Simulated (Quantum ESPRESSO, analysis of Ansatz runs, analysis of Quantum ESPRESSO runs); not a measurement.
# Reproducing a measured local vibrational mode: U centre (hydride ion on a halide site) in NaI (Quantum ESPRESSO), part 2 of 2

How near does this set-up come to the measured local vibrational mode? Subject: U centre (hydride ion on a halide site) in NaI. Set-up: PBE, PseudoDojo 0.4.1 SR PBE standard, 32-site cell, PBE lattice, k: 2x2x2 shifted. The model is a cell of 32 host atoms with 1 I taken out and 1 H put in. The frequencies come from force constants among the defect atom and its neighbours, with the masses of the isotopes named. Other potentials or another program check that the number doesn't hang on one set of files.

Quantum ESPRESSO 7.5; PBE, PseudoDojo 0.4.1 SR PBE standard, 32-site cell, PBE lattice, k: 2x2x2 shifted.

So far: Starting point; Relaxation, charge 0.

### 3. Atom Na6 moved by 0.015 A along x

Force constants come from the forces after small displacements; symmetry gives the rest. One such run is shown.

This step: Quantum ESPRESSO plane-wave DFT, PBE, PseudoDojo 0.4.1 SR PBE standard potentials; single point of a defect supercell.

Input file pw.in:

```
&CONTROL
  calculation = 'scf'
  prefix = 'pwscf'
  outdir = './tmp'
  pseudo_dir = './pseudo'
  tprnfor = .true.
  disk_io = 'low'
/
&SYSTEM
  ibrav = 0
  nat = 32
  ntyp = 3
  ecutwfc = 88
  nbnd = 129
  occupations = 'smearing'
  smearing = 'fd'
  degauss = 0.00073499
/
&ELECTRONS
  conv_thr = 1d-10
  electron_maxstep = 100
  mixing_beta = 0.5
/
ATOMIC_SPECIES
Na    22.9898 Na.upf
I    126.9045 I.upf
H      1.0080 H.upf
CELL_PARAMETERS angstrom
  -6.5292040307    6.5292040307    6.5292040307
   6.5292040307   -6.5292040307    6.5292040307
   6.5292040307    6.5292040307   -6.5292040307
ATOMIC_POSITIONS crystal
Na     0.0000000000    0.0000000000    0.0000000000
Na     0.0000000000    0.2500000000    0.7500000000
[... 3 atom lines left out ...]
Na     0.2732811710    0.2744298562    0.5011486852
Na     0.2732811710    0.5000000000    0.2732811710
[... 2 atom lines left out ...]
Na     0.5000000000    0.2732811710    0.2732811710
[... 1 atom line left out ...]
Na     0.5000000000    0.7267188290    0.7267188290
[... 2 atom lines left out ...]
Na     0.7267188290    0.5000000000    0.7267188290
Na     0.7267188290    0.7267188290    0.5000000000
[... 1 atom line left out ...]
I      0.0057549962    0.2528774981    0.2528774981
[... 1 atom line left out ...]
I     -0.0057549962    0.7471225019    0.7471225019
[... 1 atom line left out ...]
I      0.2528774981    0.2528774981    0.0057549962
[... 4 atom lines left out ...]
H      0.5000000000    0.5000000000    0.5000000000
[... 1 atom line left out ...]
I      0.7471225019   -0.0057549962    0.7471225019
[... 2 atom lines left out ...]
I      0.7471225019    0.7471225019   -0.0057549962
K_POINTS automatic
2 2 2 1 1 1
```

Command:

```
OMP_NUM_THREADS=1 pw.x -in pw.in > pw.out
```

What it wrote:

```text
[banner, memory and clock lines left out]
          URL

     Message from routine setup:
     using ibrav=0 with symmetry is DISCOURAGED, use correct ibrav instead

     G-vector sticks info

     bravais-lattice index     =            0
     lattice parameter (alat)  =      21.3707  a.u.
     unit-cell volume          =    7513.4139 (a.u.)^3
     number of atoms/cell      =           32
     number of atomic types    =            3
     number of electrons       =       250.00
     number of Kohn-Sham states=          129
     kinetic-energy cutoff     =      88.0000  Ry
     charge density cutoff     =     352.0000  Ry
     scf convergence threshold =      1.0E-10
     mixing beta               =       0.5000
     number of iterations used =            8  plain     mixing
     Exchange-correlation= PBE
                           (   1   4   3   4   0   0   0)

     celldm(1)=  21.370749  celldm(2)=   0.000000  celldm(3)=   0.000000
     celldm(4)=   0.000000  celldm(5)=   0.000000  celldm(6)=   0.000000

     crystal axes: (cart. coord. in units of alat)
               a(1) = (  -0.577350   0.577350   0.577350 )
               a(2) = (   0.577350  -0.577350   0.577350 )
               a(3) = (   0.577350   0.577350  -0.577350 )

     reciprocal axes: (cart. coord. in units 2 pi/alat)
               b(1) = ( -0.000000  0.866025  0.866025 )
               b(2) = (  0.866025 -0.000000  0.866025 )
               b(3) = (  0.866025  0.866025  0.000000 )

     PseudoPot. # 1 for Na read from file:
     Na.upf
     Pseudo is Norm-conserving, Zval =  9.0
     Generated using ONCVPSP code by D. R. Hamann
     Using radial grid of 1992 points,  4 beta functions with:
                l(1) =   0
                l(2) =   0
                l(3) =   1
                l(4) =   1

     PseudoPot. # 2 for I  read from file:
     I.upf
     Pseudo is Norm-conserving + core correction, Zval =  7.0
     Generated using ONCVPSP code by D. R. Hamann
     Using radial grid of 1196 points,  6 beta functions with:
                l(1) =   0
                l(2) =   0
                l(3) =   1
                l(4) =   1
                l(5) =   2
                l(6) =   2

     PseudoPot. # 3 for H  read from file:
     H.upf
     Pseudo is Norm-conserving, Zval =  1.0
     Generated using ONCVPSP code by D. R. Hamann
     Using radial grid of 1166 points,  3 beta functions with:
                l(1) =   0
                l(2) =   0
                l(3) =   1

     atomic species   valence    mass     pseudopotential
     Na                9.00    22.98980     Na( 1.00)
     I                 7.00   126.90450     I ( 1.00)
     H                 1.00     1.00800     H ( 1.00)

      2 Sym. Ops. (no inversion) found ( 1 have fractional translation)

   Cartesian axes

     site n.     atom                  positions (alat units)
         1        Na     tau(   1) = (   0.0000000   0.0000000   0.0000000  )
         2        Na     tau(   2) = (   0.5773503   0.2886751  -0.2886751  )
         3        Na     tau(   3) = (   0.5773503   0.0000000   0.0000000  )
         4        Na     tau(   4) = (   0.5773503  -0.2886751   0.2886751  )
         5        Na     tau(   5) = (   0.2886751   0.5773503  -0.2886751  )
         6        Na     tau(   6) = (   0.2900015   0.2886751   0.0268828  )
         7        Na     tau(   7) = (   0.2886751   0.0268828   0.2886751  )
         8        Na     tau(   8) = (   0.2886751  -0.2886751   0.5773503  )
         9        Na     tau(   9) = (   0.0000000   0.5773503   0.0000000  )
        10        Na     tau(  10) = (   0.0268828   0.2886751   0.2886751  )
        11        Na     tau(  11) = (   0.0000000   0.0000000   0.5773503  )
        12        Na     tau(  12) = (   0.5504675   0.2886751   0.2886751  )
        13        Na     tau(  13) = (  -0.2886751   0.5773503   0.2886751  )
        14        Na     tau(  14) = (  -0.2886751   0.2886751   0.5773503  )
        15        Na     tau(  15) = (   0.2886751   0.5504675   0.2886751  )
        16        Na     tau(  16) = (   0.2886751   0.2886751   0.5504675  )
        17        I      tau(  17) = (   0.2886751   0.2886751  -0.2886751  )
        18        I      tau(  18) = (   0.2886751   0.0033226   0.0033226  )
        19        I      tau(  19) = (   0.2886751  -0.2886751   0.2886751  )
        20        I      tau(  20) = (   0.8660254  -0.0033226  -0.0033226  )
        21        I      tau(  21) = (   0.0033226   0.2886751   0.0033226  )
        22        I      tau(  22) = (   0.0033226   0.0033226   0.2886751  )
        23        I      tau(  23) = (   0.5740276   0.2886751   0.0033226  )
        24        I      tau(  24) = (   0.5740276   0.0033226   0.2886751  )
        25        I      tau(  25) = (  -0.2886751   0.2886751   0.2886751  )
        26        I      tau(  26) = (   0.2886751   0.5740276   0.0033226  )
        27        H      tau(  27) = (   0.2886751   0.2886751   0.2886751  )
        28        I      tau(  28) = (   0.2886751   0.0033226   0.5740276  )
        29        I      tau(  29) = (  -0.0033226   0.8660254  -0.0033226  )
        30        I      tau(  30) = (   0.0033226   0.5740276   0.2886751  )
        31        I      tau(  31) = (   0.0033226   0.2886751   0.5740276  )
[...]
Davidson diagonalization with overlap
     ethr =  2.16E-04,  avg # of iterations =  5.2

     total energy              =   -1854.85437577 Ry
     estimated scf accuracy    <       0.46418344 Ry

     iteration #  2     ecut=    88.00 Ry     beta= 0.50
     Davidson diagonalization with overlap
     ethr =  1.86E-04,  avg # of iterations =  5.2

     total energy              =   -1854.92836127 Ry
     estimated scf accuracy    <       0.02391150 Ry

     iteration #  3     ecut=    88.00 Ry     beta= 0.50
     Davidson diagonalization with overlap
     ethr =  9.56E-06,  avg # of iterations =  7.0

     total energy              =   -1854.93227922 Ry
     estimated scf accuracy    <       0.00456165 Ry

     iteration #  4     ecut=    88.00 Ry     beta= 0.50
     Davidson diagonalization with overlap
     ethr =  1.82E-06,  avg # of iterations =  3.0

     total energy              =   -1854.93280399 Ry
     estimated scf accuracy    <       0.00008584 Ry

     iteration #  5     ecut=    88.00 Ry     beta= 0.50
     Davidson diagonalization with overlap
     ethr =  3.43E-08,  avg # of iterations =  4.0

     total energy              =   -1854.93283957 Ry
     estimated scf accuracy    <       0.00000779 Ry

     iteration #  6     ecut=    88.00 Ry     beta= 0.50
     Davidson diagonalization with overlap
     ethr =  3.11E-09,  avg # of iterations =  4.0

     total energy              =   -1854.93284391 Ry
     estimated scf accuracy    <       0.00000098 Ry

     iteration #  7     ecut=    88.00 Ry     beta= 0.50
     Davidson diagonalization with overlap
     ethr =  3.91E-10,  avg # of iterations =  4.0

     total energy              =   -1854.93284433 Ry
     estimated scf accuracy    <       0.00000015 Ry

     iteration #  8     ecut=    88.00 Ry     beta= 0.50
     Davidson diagonalization with overlap
     ethr =  5.96E-11,  avg # of iterations =  3.0

     total energy              =   -1854.93284437 Ry
     estimated scf accuracy    <       0.00000001 Ry

     iteration #  9     ecut=    88.00 Ry     beta= 0.50
     Davidson diagonalization with overlap
     ethr =  5.28E-12,  avg # of iterations =  3.5

     total energy              =   -1854.93284437 Ry
     estimated scf accuracy    <          7.2E-09 Ry

     iteration # 10     ecut=    88.00 Ry     beta= 0.50
     Davidson diagonalization with overlap
     ethr =  2.87E-12,  avg # of iterations =  3.0

     total energy              =   -1854.93284437 Ry
     estimated scf accuracy    <          5.2E-10 Ry

     iteration # 11     ecut=    88.00 Ry     beta= 0.50
     Davidson diagonalization with overlap
     ethr =  2.09E-13,  avg # of iterations =  3.0

     total energy              =   -1854.93284438 Ry
     estimated scf accuracy    <          2.9E-10 Ry

     iteration # 12     ecut=    88.00 Ry     beta= 0.50
     Davidson diagonalization with overlap
     ethr =  1.16E-13,  avg # of iterations =  2.0

     End of self-consistent calculation

          k = 0.4330 0.4330 0.4330 (104736 PWs)   bands (ev):

   -49.3526 -49.3511 -49.3509 -49.3509 -49.3509 -49.3493 -49.2940 -49.2940
   -49.2915 -49.2915 -49.2823 -49.2811 -49.2811 -49.2811 -49.2811 -49.2800
   -21.2749 -21.2748 -21.2741 -21.2732 -21.2729 -21.2729 -21.2722 -21.2722
   -21.2721 -21.2710 -21.2706 -21.2701 -21.2700 -21.2683 -21.2676 -21.2676
   -21.2668 -21.2658 -21.2170 -21.2170 -21.2170 -21.2169 -21.2160 -21.2159
   -21.2146 -21.2145 -21.2145 -21.2145 -21.2135 -21.2134 -21.2065 -21.2064
   -21.2057 -21.2052 -21.2052 -21.2051 -21.2051 -21.2051 -21.2050 -21.2045
   -21.2038 -21.2037 -21.1971 -21.1964 -21.1960 -21.1954 -21.1950 -21.1942
    -9.5086  -9.5057  -9.5054  -9.5028  -9.3651  -9.3627  -9.3617  -9.3523
    -9.3505  -9.3499  -9.3495  -9.3456  -9.1145  -9.1144  -9.1143  -0.5537
[...]
6.3050

          k = 0.0000 0.0000 0.4330 (104849 PWs)   bands (ev):

[...]
6.1443

          k = 0.4330 0.0000 0.0000 (104849 PWs)   bands (ev):

[...]
6.1443

          k = 0.0000 0.4330 0.0000 (104849 PWs)   bands (ev):

[...]
-0.2346  -0.1706  -0.0174   0.0075   0.0358   0.0710   0.0718   0.1089
     0.2261   0.2265   0.4474   0.4483   0.4803   0.6157   0.6721   0.7244
     0.7254   0.7468   0.7501   0.7689   0.7712   0.7719   0.7953   0.8425
     0.8552   0.8573   0.9686   0.9702   1.0042   1.0128   1.0861   1.0877
     1.1086   1.1312   1.2592   1.2617   1.7018   5.4715   6.1135   6.1425
     6.1460

     the Fermi energy is     2.9139 ev

!    total energy              =   -1854.93284438 Ry
     estimated scf accuracy    <          1.0E-11 Ry
     smearing contrib. (-TS)   =       0.00000000 Ry
     internal energy E=F+TS    =   -1854.93284438 Ry

     The total energy is F=E-TS. E is the sum of the following terms:
     one-electron contribution =   -1287.14658080 Ry
     hartree contribution      =     693.52186118 Ry
     xc contribution           =    -340.77816895 Ry
     ewald contribution        =    -920.52995581 Ry

     convergence has been achieved in  12 iterations

     Forces acting on atoms (cartesian axes, Ry/au):

     atom    1 type  1   force =     0.00002181    0.00006340    0.00000491
     atom    2 type  1   force =     0.00001873    0.00000000   -0.00005844
     atom    3 type  1   force =     0.00002178   -0.00006400   -0.00000355
     atom    4 type  1   force =     0.00001878   -0.00000000    0.00005928
     atom    5 type  1   force =     0.00001748   -0.00000008    0.00000080
     atom    6 type  1   force =    -0.00125521   -0.00000000   -0.00012765
     atom    7 type  1   force =     0.00000314   -0.00010744    0.00000052
     atom    8 type  1   force =     0.00014398   -0.00000000    0.00000068
     atom    9 type  1   force =     0.00002181   -0.00006340    0.00000491
     atom   10 type  1   force =    -0.00006958    0.00000000   -0.00008241
[...]
atom   28 type  2   force =    -0.00001032    0.00022988   -0.00022929
     atom   29 type  2   force =    -0.00021071    0.00000000   -0.00023162
     atom   30 type  2   force =     0.00024082   -0.00020098    0.00002761
     atom   31 type  2   force =     0.00024928   -0.00000000   -0.00022699
     atom   32 type  2   force =    -0.00021915   -0.00025903   -0.00002626

     Total force =     0.001770     Total SCF correction =     0.000003
```

The job ended after 48 min (1 thread of Arm Neoverse V1, shared host; peak memory 3.3 GiB).

At this level the gap is 3.77 eV on the k-mesh of the self-consistent run, which can miss the band edges.

### 4. Local vibrational modes

Analysis of the runs above: force constants by central differences of Quantum ESPRESSO plane-wave DFT, PBE, PseudoDojo 0.4.1 SR PBE standard potentials forces among the atoms nearest to a defect, the others at rest.

The modes with the largest weight on the probed atoms (the light atom of a pair), for the masses of each isotope. Modes of the displaced atoms (local only where they lie over the host's phonons):

| isotopes | mode (cm⁻¹) | share of the defect atoms |
| --- | --- | --- |
| H | 347.7 | 0.881 |
| H | 347.7 | 0.881 |
| H | 347.7 | 0.881 |
| D | 260.7 | 0.772 |
| D | 260.7 | 0.772 |
| D | 260.7 | 0.772 |

### 5. What came out

```yaml
distance_from_the_defect_atom_to_its_nearest_neighbour: 2.961 Å
threefold_local_mode_of_h: 348 cm⁻¹
threefold_local_mode_of_d: 261 cm⁻¹
```

What this shows: Threefold local mode of H-: computed 348 cm⁻¹, measured 426.8 cm⁻¹; 79 cm⁻¹ (19 %) below the measurement. Threefold local mode of D-: computed 261 cm⁻¹, measured 318.5 cm⁻¹; 58 cm⁻¹ (18 %) below the measurement. The ion's well is wide, so the mode is sensitive to the lattice constant, one possible source of the difference. Only the named neighbours move, so modes near the host's band are approximate.

[Logs are printed without paths, hosts, clocks, repeated set-up lines and the standing remarks that a program may print on its own settings, such as how far it seeks lower states.]

[Hosts, paths, dates, database ids (printed as entryN), source tags and the programs' standing remarks are cut or masked in the printed files.]

[For some hosts the program warned that the k-mesh of the response run may be too coarse for force constants and the static dielectric constant; such warnings are not shown here.]
